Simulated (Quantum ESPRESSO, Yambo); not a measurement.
Planning a run of Quantum ESPRESSO 7.5 on In2O3 (R-3c). The input:

```
&control
  calculation = 'scf'
  prefix = 'x'
  outdir = 'o'
  pseudo_dir = 'pseudo'
  tprnfor = .true.
  tstress = .true.
/
&system
  ibrav = 0
  nat = 10
  ntyp = 2
  ecutwfc = 80.0
  nbnd = 69
  force_symmorphic = .true.
/
&electrons
  conv_thr = 1e-10
  electron_maxstep = 80
  mixing_beta = 0.5
/
ATOMIC_SPECIES
  In 114.82 In.upf
  O 15.999 O.upf
CELL_PARAMETERS angstrom
  2.7435000000 1.5839604635 4.8366666667
  -2.7435000000 1.5839604635 4.8366666667
  0.0000000000 -3.1679209270 4.8366666667
ATOMIC_POSITIONS crystal
  In 0.3573100000 0.3573100000 0.3573100000
  In 0.1426900000 0.1426900000 0.1426900000
  In 0.6426900000 0.6426900000 0.6426900000
  In 0.8573100000 0.8573100000 0.8573100000
  O 0.5480000000 0.9520000000 0.2500000000
  O 0.2500000000 0.5480000000 0.9520000000
  O 0.9520000000 0.2500000000 0.5480000000
  O 0.4520000000 0.0480000000 0.7500000000
  O 0.7500000000 0.4520000000 0.0480000000
  O 0.0480000000 0.7500000000 0.4520000000
K_POINTS automatic
  4 4 4 0 0 0
```

```sh
OMP_NUM_THREADS=1 mpirun -n 8 pw.x -nk 8 -in pw.in > pw.out
```

Question: How long will it take on 8 MPI ranks of AMD EPYC 7R43, shared host, and how much memory?

It took 68 s; on shared hardware allow 34 s to 2.3 min. Peak host memory was 1.4 GiB.

[Paths, hosts, dates, memory and timing lines, banners, echoed tables and standing remarks are left out of the program output.]

[Logs are printed without paths, hosts, clocks, repeated set-up lines and the standing remarks that a program may print on its own settings, such as how far it seeks lower states.]

[Runs of the session that timed out or met a known fault of the program may be left out.]

[Hosts, paths, dates, database ids (printed as entryN), source tags and the programs' standing remarks are cut or masked in the printed files.]
